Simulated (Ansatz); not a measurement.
An input for Ansatz 0.2.0 (SiO2 (P4_32_12)):

```yaml
crystal:
  lattice:
    - [4.9329, 0.0, 0.0]
    - [0.0, 4.9329, 0.0]
    - [0.0, 0.0, 6.4645]
  atoms:
    - { symbol: Si, position: [0.817705, 0.817705, 0.5] }
    - { symbol: Si, position: [0.682295, 0.317705, 0.25] }
    - { symbol: Si, position: [0.182295, 0.182295, 0.0] }
    - { symbol: Si, position: [0.317705, 0.682295, 0.75] }
    - { symbol: O, position: [0.26834, 0.36457, 0.80193] }
    - { symbol: O, position: [0.13543, 0.76834, 0.55193] }
    - { symbol: O, position: [0.73166, 0.63543, 0.30193] }
    - { symbol: O, position: [0.86457, 0.23166, 0.05193] }
    - { symbol: O, position: [0.76834, 0.13543, 0.44807] }
    - { symbol: O, position: [0.63543, 0.73166, 0.69807] }
    - { symbol: O, position: [0.23166, 0.86457, 0.94807] }
    - { symbol: O, position: [0.36457, 0.26834, 0.19807] }
kpoints:
  mp_grid: { grid: [4, 4, 2] }
hamiltonian:
  xc: lda
  pseudopotentials: { kind: paw, azcp: { folder: soft_1 }, xc_functional: pbe }
scf:
  occupations: { method: fixed }
gw:
  n_empty_bands: 400
  ecut_chi: 108
  qp_bands: [v4, c4]
  qp_kpoints: band_edges
  screening: { model: contour_deformation }
```

```sh
ansatz run input.yaml --threads 3 --pin off --max-ram 92160MiB --backend cuda --events-out ev --progress --plain --runs-dir out --devices 1 --max-vram 13GiB
```

Estimate wall time and host memory on 1 × NVIDIA H100 80GB HBM3 (shared by 6 runs) with 3 threads of AMD EPYC 7R13 (Zen 3), shared host.

It took 24 s; on shared hardware allow 12 s to 48 s. Peak host memory was 1.7 GiB. The sizes that set the cost: 3097 plane waves a state, 12 irreducible k points, 432 bands summed, 387 plane waves in the screening and 8 SCF cycles.

The screening grows as filled bands × empty bands × pairs of k points, times the square of the screening basis for the matrix.

[Paths, hosts, dates, memory and timing lines, banners, echoed tables and standing remarks are left out of the program output.]

[Logs are printed without paths, hosts, clocks, repeated set-up lines and the standing remarks that a program may print on its own settings, such as how far it seeks lower states.]

[Runs of the session that timed out or met a known fault of the program may be left out.]

[Cells called generated may have been cut or substituted from an entry of the Crystallography Open Database or the Materials Project.]

[Hosts, paths, dates, database ids (printed as entryN), source tags and the programs' standing remarks are cut or masked in the printed files.]
